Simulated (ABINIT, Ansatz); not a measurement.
# Calculated records

**How the form of the self-energy moves the gap of CaC2 (I4/mmm)**

It takes space group I4/mmm (No. 139, tetragonal). Conventional cell: a = 3.869 Å, b = 3.869 Å, c = 6.404 Å, α = 90.00°, β = 90.00°, γ = 90.00°. Ca has 10 C at 2.58 to 2.81 Å nearest. C has 1 C at 1.25 Å and 5 Ca at 2.58 to 2.81 Å nearest. Farther neighbours, and contacts between anions beyond the nearest, are not listed.

```yaml
method: RPA screening on PBEsol, plane waves, norm-conserving pseudopotentials (and 4 further levels or steps)
program: ABINIT 10.8.3
settings: cutoff 37 Ha, PseudoDojo scalar-relativistic 0.4.1 standard, norm-conserving, ngkpt (4, 4, 4), nband 53, ecuteps 4.2 Ha, gwcalctyp 2, nfreqre 16, nfreqim 8, inclvkb 2, freqremax 40 eV, spmeth 1, nomegasf 120, shiftk (0, 0, 0), symchi 1, awtr 1, frequency cd, 4×4×4 k-mesh
cost: 9 runs, 4.8 min in all on 4 MPI ranks of Arm Neoverse V2, shared host
notes: The program’s warnings: Min real frequency set to default [Ha] = and nkpt*nsppol () is not a multiple of nproc spkpt (). The cell and positions are those that the Materials Project relaxed with its own functionals (PBE, PBE+U or r2SCAN), kept fixed. Static COHSEX lies above G0W0: it lacks the factor Z and overstates the Coulomb hole of the filled states. The 4×4×4 mesh is coarse for this cell, which bears on the long-range parts of exchange and screening.
g0w0_godby_needs_plasmon_pole: 2.977 eV
g0w0_engel_farid_plasmon_pole: 3.004 eV
g0w0_von_der_linden_horsch_plasmon_pole: 2.999 eV
one_shot_cohsex: 4.027 eV
one_shot_hartree_fock: 9.449 eV
g0w0_contour_deformation: 2.934 eV
known_limits: short of the basis limit; coarse k mesh
```

G0W0, Engel-Farid plasmon pole: +0.027 eV against G0W0, Godby-Needs plasmon pole. G0W0, von der Linden-Horsch plasmon pole: +0.022 eV against G0W0, Godby-Needs plasmon pole.

[Long decimals in the printed logs are rounded to 6 places.]

[Logs are printed without paths, hosts, clocks, repeated set-up lines and the standing remarks that a program may print on its own settings, such as how far it seeks lower states.]

[Paths, hosts, dates, memory and timing lines, banners, echoed tables and standing remarks are left out of the program output; an Ansatz launch command may be rebuilt from the run's recorded settings. Measured values are a selection of at most five: reports struck by readers or far from the other reports are left out. None is set beside runs whose start may be inverted or whose files or cutoffs have a known fault.]

[Runs of the session that timed out or met a known fault of the program may be left out.]

[Hosts, paths, dates, database ids (printed as entryN), source tags and the programs' standing remarks are cut or masked in the printed files.]

[G0W0 gaps are taken among the corrected bands and points alone; a level outside them can change the order at an edge.]

[Where Ansatz stands beside ABINIT at settings called matched, ABINIT's density can come from a denser mesh and the files from another edition; pairs whose starting gaps differed by over 0.03 eV were left out, so agreement reads better than it is.]
